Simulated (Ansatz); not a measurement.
**BeH2 (model cell, started as rutile): phonons and vibrational spectra**

How does BeH2 (model cell, started as rutile) vibrate, and is this structure a minimum?

Calculated with Ansatz 0.2.0; DFT PBEsol, scalar-relativistic, plane waves, PAW.

The structure was built from a prototype and need not be the compound's stable phase.

## 1. The starting structure

It takes space group P4_2/mnm (No. 136, tetragonal). The conventional cell has a = 4.311 Å, b = 4.311 Å, c = 2.780 Å, α = 90.00°, β = 90.00°, γ = 90.00°. Nearest to Be lie 6 H at 1.83 to 1.86 Å. Nearest to H lie 3 Be at 1.83 to 1.86 Å. Farther neighbours are not listed.

## 2. Rough relaxation

A rough relaxation comes first, because large forces or stress need no tight tolerances yet.

The input, input.yaml:

```yaml
crystal:
  lattice:
    - [4.3105, 0.0, 0.0]
    - [0.0, 4.3105, 0.0]
    - [0.0, 0.0, 2.78027]
  atoms:
    - { symbol: Be, position: [0.0, 0.0, 0.0] }
    - { symbol: Be, position: [0.5, 0.5, 0.5] }
    - { symbol: H, position: [0.305, 0.305, 0.0] }
    - { symbol: H, position: [0.695, 0.695, 0.0] }
    - { symbol: H, position: [0.805, 0.195, 0.5] }
    - { symbol: H, position: [0.195, 0.805, 0.5] }
kpoints:
  mp_grid: { grid: [6, 6, 8] }
hamiltonian:
  xc: pbesol
scf:
  occupations: { method: gaussian, width: 0.1 }
output:
  forces: true
  stress: true
  eigenvalues: true
relax:
  adjacent_minimum: "off"
  f_tol: 0.05
  max_steps: 80
  cell: { stress_tol: 0.5 }
```

The run is started by

```
$ ansatz run input.yaml --threads 8 --pin off --max-ram 14336MiB --backend cpu --events-out ev --progress --plain --runs-dir out
```

Numbers of over 12 decimals in the logs are rounded to 6 here.

Output:

```text
The last accepted step is kept in <dir> (removed where the run ends without a failure and the disk answers)
Engine: ansatz 0.2.0, aarch64-unknown-linux-gnu
Pseudopotentials: kind: paw
Pseudopotential: Be, paw, valence charge 2, recommended cutoff 420 eV (normal), Be.paw.azcp
Pseudopotential: H, paw, valence charge 1, recommended cutoff 420 eV (normal), H.paw.azcp
Functional definition: PBEsol
  exchange = pbesol_x
[...]
cell:  # Å, volume = 33.4996 Å³
    - [3.814156, 0, 0.0]
    - [0, 3.814156, 0.0]
    - [0.0, 0.0, 2.302728]
  atoms:
    - { symbol: Be, position: [0, 0, 0.0] }
    - { symbol: Be, position: [0.5, 0.5, 0.5] }
    - { symbol: H, position: [0.302991, 0.302991, 0.0] }
    - { symbol: H, position: [0.697009, 0.697009, 0.0] }
    - { symbol: H, position: [0.802991, 0.197009, 0.5] }
    - { symbol: H, position: [0.197009, 0.802991, 0.5] }
[key lines of the parts left out:]
SCF converged after 4 iterations
Free energy (F): -242.886881 eV
Fermi energy:    4.364299 eV
P = ⅓ Tr σ = -0.2400 GPa (-2.400 kbar)
```

Run time: 2.5 s. Hardware: 8 threads of Arm Neoverse V1, shared host; peak memory 0.35 GiB.

Step by step:

| step | energy less that of the first step (eV) | largest force component (eV/Å) | pressure (GPa) | volume (Å³) |
| --- | --- | --- | --- | --- |
| 1 | 0.0000 | 0.0699 | -20.01 | 51.66 |
| 2 | -0.6975 | 0.0805 | -17.79 | 46.22 |
| 3 | -1.2234 | 0.0298 | -13.77 | 41.46 |
| 4 | -1.5468 | 0.0244 | -7.43 | 37.14 |
| 5 | -1.6398 | 0.0131 | 1.84 | 32.73 |
| 6 | -1.6431 | 0.0021 | -0.10 | 33.50 |
| 7* | -1.6363 | 0.0024 | -0.24 | 33.50 |

Relaxation steps marked * repeat the geometry before them on a plane-wave basis chosen anew for their cell, so energy and pressure can jump there.

Forces are held to the 16 operations that the run works with; a distortion that breaks them can't arise in this run.

| cell as run | before | after | change |
| --- | --- | --- | --- |
| a (Å) | 4.311 | 3.814 | -11.5 % |
| b (Å) | 4.311 | 3.814 | -11.5 % |
| c (Å) | 2.780 | 2.303 | -17.2 % |
| volume (Å³/atom) | 8.61 | 5.58 | -35.2 % |

The atoms that moved most (Å, as changes of fractional coordinates times the final cell):

| atom | dx | dy | dz | length |
| --- | --- | --- | --- | --- |
| H5 | -0.008 | 0.008 | 0.000 | 0.011 |
| H6 | 0.008 | -0.008 | 0.000 | 0.011 |
| H3 | -0.008 | -0.008 | 0.000 | 0.011 |
| H4 | 0.008 | 0.008 | 0.000 | 0.011 |

Final coordinates:

```xyz
6
Lattice="3.8142 0.0000 0.0000 0.0000 3.8142 0.0000 0.0000 0.0000 2.3027" Properties=species:S:1:pos:R:3 pbc="T T T"
Be    0.0000    0.0000    0.0000
Be    1.9071    1.9071    1.1514
H     1.1557    1.1557    0.0000
H     2.6585    2.6585    0.0000
H     3.0627    0.7514    1.1514
H     0.7514    3.0627    1.1514
```

This step gave:

* pressure: -0.2400 GPa
* gap on the k-mesh: 3.321 eV
* volume per atom: 5.583 Å³
* direct gap on mesh: 4.461 eV

In this step the volume went from 8.61 to 5.58 Å³/atom.

## 3. Relaxation

Harmonic phonons are second derivatives at a point where the forces vanish, and they are wanted at zero stress, so atoms and cell are relaxed first.

The input, input.yaml:

```yaml
crystal:
  lattice:
    - [3.8141560129, 0.0, 0.0]
    - [0.0, 3.8141560129, 0.0]
    - [0.0, 0.0, 2.302727915]
  atoms:
    - { symbol: Be, position: [0.0, 0.0, 0.0] }
    - { symbol: Be, position: [0.5, 0.5, 0.5] }
    - { symbol: H, position: [0.3029912523, 0.3029912523, 0.0] }
    - { symbol: H, position: [0.6970087477, 0.6970087477, 0.0] }
    - { symbol: H, position: [0.8029912523, 0.1970087477, 0.5] }
    - { symbol: H, position: [0.1970087477, 0.8029912523, 0.5] }
kpoints:
  mp_grid: { grid: [6, 6, 8] }
hamiltonian:
  xc: pbesol
scf:
  occupations: { method: gaussian, width: 0.02 }
output:
  forces: true
  stress: true
  eigenvalues: true
  write_density: true
  write_potential: true
  elf: true
  volumetric_format: npy
relax:
  adjacent_minimum: "off"
  f_tol: 0.005
  max_steps: 80
  cell: { stress_tol: 0.05 }
```

Output:

```text
[...]
Crystal: 6 atoms, lattice volume = 33.500 Å³
Basis set: ecut = 420 eV, 655 PW (Γ), exchange–correlation on 54×54×32 points (8 copies of the dense FFT grid, shifted against one another)
Bands: 10, of which v1, the nominal top of the filled ones, is band 4 counted from 1 (3 counted from 0)
Symmetry: 16 space group operations
[...]
k-points: 50 of 288
[...]
SCF iter   1: F=—  HF=-242.887980 eV  |F-HF|=—  |Δ(HF+E_count)|=         —  Δρ=5.55e-3  dr2=6.31e-3  ethr=1.77e-3  ⟨swp⟩=5.9  Hψ=3509  notcnv=0
[...]
SCF iter   6: F=-242.886881 eV  HF=-242.886881 eV  |F-HF|=9.18e-12  |Δ(HF+E_count)|=  2.95e-10  Δρ=1.90e-7  dr2=4.99e-12  ethr=6.44e-12  ⟨swp⟩=6.0  Hψ=2453  notcnv=0
SCF 1 converged in 6 iterations: F = -242.886881 eV  dr2 = 4.99e-12
[...]
relax step   1: F+E_penalty+E_count = -242.88688128 eV  Δ(F+E_penalty+E_count) = +0.000e0 eV  max|allowed force component| = 2.376e-3 eV/Å  Δτ_max = 0.0000 Å  P = -0.240 GPa  Ω = 33.500 Å³  (6 SCF iters, accepted)
Crystal: 6 atoms, lattice volume = 33.435 Å³
[...]
SCF iter   3: F=-242.887062 eV  HF=-242.887062 eV  |F-HF|=1.89e-9  |Δ(HF+E_count)|=   2.46e-7  Δρ=4.73e-6  dr2=4.53e-9  ethr=2.39e-9  ⟨swp⟩=5.6  Hψ=2052  notcnv=0
SCF 2 converged in 3 iterations: F = -242.887062 eV  dr2 = 4.53e-9
[...]
relax step   2: F+E_penalty+E_count = -242.88706230 eV  Δ(F+E_penalty+E_count) = -1.810e-4 eV  max|allowed force component| = 2.185e-3 eV/Å  Δτ_max = 0.0003 Å  P = -0.085 GPa  Ω = 33.435 Å³  energy of the carried Pulay correction = +1.033e-4 eV  (3 SCF iters, dr2 threshold 1.91e-7 eV, accepted)
Crystal: 6 atoms, lattice volume = 33.394 Å³
[...]
SCF iter   3: F=-242.887142 eV  HF=-242.887142 eV  |F-HF|=1.08e-9  |Δ(HF+E_count)|=   1.60e-7  Δρ=4.04e-6  dr2=3.42e-9  ethr=3.24e-10  ⟨swp⟩=5.5  Hψ=2056  notcnv=0
SCF 3 converged in 3 iterations: F = -242.887142 eV  dr2 = 3.42e-9
relax step   3: F+E_penalty+E_count = -242.88714193 eV  Δ(F+E_penalty+E_count) = -7.963e-5 eV  max|allowed force component| = 4.315e-4 eV/Å  Δτ_max = 0.0006 Å  P = +0.005 GPa  Ω = 33.394 Å³  energy of the carried Pulay correction = +1.680e-4 eV  (3 SCF iters, dr2 threshold 2.59e-8 eV, accepted)
[...]
SCF iter   4: F=-242.886969 eV  HF=-242.886969 eV  |F-HF|=1.03e-11  |Δ(HF+E_count)|=  3.52e-11  Δρ=3.33e-7  dr2=3.03e-11  ethr=1.00e-12  ⟨swp⟩=5.1  Hψ=1525  notcnv=0
SCF 4 converged in 4 iterations: F = -242.886969 eV  dr2 = 3.03e-11
relax step   4: F+E_penalty+E_count = -242.88696930 eV  Δ(F+E_penalty+E_count) = +1.726e-4 eV  max|allowed force component| = 4.445e-4 eV/Å  Δτ_max = 0.0000 Å  P = +0.002 GPa  Ω = 33.394 Å³  stress off target by 2.02e-2 GPa  SCF on the basis re-selected at this cell (its energy is not comparable with the rows above)  (4 SCF iters)
[...]
SCF converged after 4 iterations
Free energy (F): -242.886969 eV
[...]
Internal energy: -242.886969 eV  (E = F + TS)
E sigma→0 (E₀):  -242.886969 eV
Fermi energy:    4.391759 eV
[...]
--- Forces (eV/Å), atoms counted from 1 ---
  atom   1  Be     0.00000000     0.00000000    -0.00000000
  atom   2  Be     0.00000000     0.00000000     0.00000000
  atom   3  H      0.00044451     0.00044451    -0.00000000
  atom   4  H     -0.00044451    -0.00044451     0.00000000
  atom   5  H      0.00044451    -0.00044451     0.00000000
  atom   6  H     -0.00044451     0.00044451    -0.00000000
  max |Σ_I F_I| component: 4.34e-19 eV/Å
--- Stress (GPa, compression-positive) ---
       -0.006960      -0.000000       0.000000
       -0.000000      -0.006960       0.000000
        0.000000       0.000000       0.020244
  P = ⅓ Tr σ = 0.0021 GPa (0.021 kbar)
--- Band table (eV; the first three rows and the last of 50) ---
[...]
--- Relaxed structure (3 steps of the walk, 3 accepted, 1 SCFs on fresh bases) ---
[...]
cell:  # Å, volume = 33.3941 Å³
    - [3.808751, 0, 0.0]
    - [0, 3.808751, 0.0]
    - [0.0, 0.0, 2.301994]
  atoms:
    - { symbol: Be, position: [0, 0, 0.0] }
    - { symbol: Be, position: [0.500000, 0.500000, 0.5] }
    - { symbol: H, position: [0.302832, 0.302832, 0.0] }
    - { symbol: H, position: [0.697168, 0.697168, 0.0] }
    - { symbol: H, position: [0.802832, 0.197168, 0.5] }
    - { symbol: H, position: [0.197168, 0.802832, 0.5] }
```

It took 1.1 s on 8 threads; peak memory 0.32 GiB; 5.7 s of CPU time.

The steps of the relaxation:

| step | energy less that of the first step (eV) | largest force component (eV/Å) | pressure (GPa) | volume (Å³) |
| --- | --- | --- | --- | --- |
| 1 | 0.0000 | 0.0024 | -0.24 | 33.50 |
| 2 | -0.0002 | 0.0022 | -0.09 | 33.43 |
| 3 | -0.0003 | 0.0004 | 0.01 | 33.39 |
| 4* | -0.0001 | 0.0004 | 0.00 | 33.39 |

Relaxation steps marked * repeat the geometry before them on a plane-wave basis chosen anew for their cell, so energy and pressure can jump there.

The run keeps the 16 symmetry operations that it works with, so distortions that break them were not tested.

| conventional cell, symmetrised | before | after | change |
| --- | --- | --- | --- |
| a (Å) | 3.814 | 3.809 | -0.1 % |
| b (Å) | 3.814 | 3.809 | -0.1 % |
| c (Å) | 2.303 | 2.302 | -0.0 % |
| volume (Å³/atom) | 5.58 | 5.57 | -0.3 % |

The relaxed structure:

```xyz
6
Lattice="3.8088 0.0000 0.0000 0.0000 3.8088 0.0000 0.0000 0.0000 2.3020" Properties=species:S:1:pos:R:3 pbc="T T T"
Be    0.0000    0.0000    0.0000
Be    1.9044    1.9044    1.1510
H     1.1534    1.1534    0.0000
H     2.6553    2.6553    0.0000
H     3.0578    0.7510    1.1510
H     0.7510    3.0578    1.1510
```

A gap read on the k-mesh alone can miss the band edges.

This step gave:

```
pressure           : 0.002108 GPa
gap on the k-mesh  : 3.340 eV
volume per atom    : 5.566 Å³
direct gap on mesh : 4.463 eV
```

Electrostatic potential energy in the ab plane at fractional z = 0.000, with atoms of Be and H within 0.2 Å of it. With pseudopotentials it is smooth inside the atoms' cores, unlike the true potential.

Ten even steps from '_' (-41 eV) to '@' (7 eV), each cell a mean:
```
__..++%%@@@@@@@@@@@@@@##==..
--==##%%@@@@@@@@@@@@%%%%**==
####%%@@@@@@@@@@@@****##%%##
@@@@@@@@@@@@@@@@##....**%%@@
@@@@@@@@@@@@@@@@##::..**@@@@
@@@@@@@@@@@@@@%%%%####@@@@@@
@@@@@@@@@@@@%%%%%%@@@@@@@@@@
@@@@@@%%%%%%%%%%@@@@@@@@@@@@
@@@@@@**::++%%@@@@@@@@@@@@@@
@@@@%%--__::%%@@@@@@@@@@@@@@
%%%%%%**--**%%@@@@@@@@@@%%%%
==++##%%%%@@@@@@@@@@@@%%##++
__::++%%@@@@@@@@@@@@@@##==..
____==%%@@@@@@@@@@@@@@##--__
```
Columns run along a (3.8 Å; values clipped at the 3rd and 97th percentile), rows up along b (3.8 Å). Atoms in or near the plane, at fractional coordinates: Be at (0.00, 0.00), H at (0.30, 0.30), H at (0.70, 0.70).

Valence density in the ab plane at fractional z = 0.000, with atoms of Be and H within 0.2 Å of it. It is the smooth field of the valence electrons, not physical close to the nuclei.

Ten even steps from '_' (0.1 e/Å³) to '@' (1.7 e/Å³), each cell a mean:
```
____________________________
__________________........__
________________::--==::..__
______________..--##%%==..__
______________..--####--..__
____________....::----::____
________..............______
______::--::::....__________
____..==**++::..____________
____::++@@**--..____________
__..::--++==::______________
____..::::..________________
______..____________________
____________________________
```
Columns run along a (3.8 Å), rows up along b (3.8 Å). Atoms in or near the plane, at fractional coordinates: Be at (0.00, 0.00), H at (0.30, 0.30), H at (0.70, 0.70).

ELF in the ab plane at fractional z = 0.000, with atoms of Be and H within 0.2 Å of it. It is the smooth field of the valence electrons, not physical close to the nuclei.

Ten even steps from '0' (0.00 × 1e-1) to '9' (9.98 × 1e-1), each cell a mean:
```
00111000234310
01221002688741
12211016999973
11111127999984
10001137999983
00012236899962
00246655677620
02799985332100
14999996211000
25999996211111
25899994101121
13789972001221
00355420001210
00122100011100
```
Columns run along a (3.8 Å), rows up along b (3.8 Å). Atoms in or near the plane, at fractional coordinates: Be at (0.00, 0.00), H at (0.30, 0.30), H at (0.70, 0.70).

In this step the volume went from 5.58 to 5.57 Å³/atom.

## 4. Tight relaxation

Phonons need a cell at rest on their own settings, so the relaxation is repeated with tight tolerances on forces and stress on the k mesh and occupations of the first response run.

The input, input.yaml:

```yaml
crystal:
  lattice:
    - [3.8087507291, 0.0, 0.0]
    - [0.0, 3.8087507291, 0.0]
    - [0.0, 0.0, 2.3019942696]
  atoms:
    - { symbol: Be, position: [0.0, 0.0, 0.0] }
    - { symbol: Be, position: [0.5, 0.5, 0.5] }
    - { symbol: H, position: [0.302832256, 0.302832256, 0.0] }
    - { symbol: H, position: [0.697167744, 0.697167744, 0.0] }
    - { symbol: H, position: [0.802832256, 0.197167744, 0.5] }
    - { symbol: H, position: [0.197167744, 0.802832256, 0.5] }
kpoints:
  mp_grid: { grid: [6, 6, 8] }
hamiltonian:
  xc: pbesol
scf:
  occupations: { method: fixed }
output:
  forces: true
  stress: true
  eigenvalues: true
relax:
  adjacent_minimum: "off"
  f_tol: 0.001
  max_steps: 60
  cell: { stress_tol: 0.01 }
```

Output:

```text
[...]
Crystal: 6 atoms, lattice volume = 33.394 Å³
Basis set: ecut = 420 eV, 655 PW (Γ), exchange–correlation on 54×54×32 points (8 copies of the dense FFT grid, shifted against one another)
Bands: 10, of which v1, the nominal top of the filled ones, is band 4 counted from 1 (3 counted from 0)
Symmetry: 16 space group operations
[...]
k-points: 50 of 288
[...]
cell:  # Å, volume = 33.3941 Å³
    - [3.808534, 0, 0]
    - [0, 3.808534, 0]
    - [0, 0, 2.302258]
  atoms:
    - { symbol: Be, position: [0, 0, 0] }
    - { symbol: Be, position: [0.500000, 0.500000, 0.500000] }
    - { symbol: H, position: [0.302853, 0.302853, 0] }
    - { symbol: H, position: [0.697147, 0.697147, 0] }
    - { symbol: H, position: [0.802853, 0.197147, 0.500000] }
    - { symbol: H, position: [0.197147, 0.802853, 0.500000] }
[key lines of the parts left out:]
SCF converged after 4 iterations
Free energy (F): -242.886970 eV
Fermi energy:    2.721694 eV
P = ⅓ Tr σ = 0.0004 GPa (0.004 kbar)
```

The job ended after 0.82 s (8 threads; peak memory 0.31 GiB).

Little changed from the start: no atom moved by 0.005 Å and no cell edge by 0.1 %.

This step gave:

| Item | Value |
| --- | --- |
| pressure | 4.47e-4 GPa |
| gap on the k-mesh | 3.342 eV |

The largest force component left is 0.31 meV/Å and the pressure is 0.000 GPa, within the tolerances set. The cell now holds 5.57 Å³/atom.

(Part 1 of 3 ends here.)

[Logs are printed without paths, hosts, clocks, repeated set-up lines and the standing remarks that a program may print on its own settings, such as how far it seeks lower states.]

[Hosts, paths, dates, database ids (printed as entryN), source tags and the programs' standing remarks are cut or masked in the printed files.]
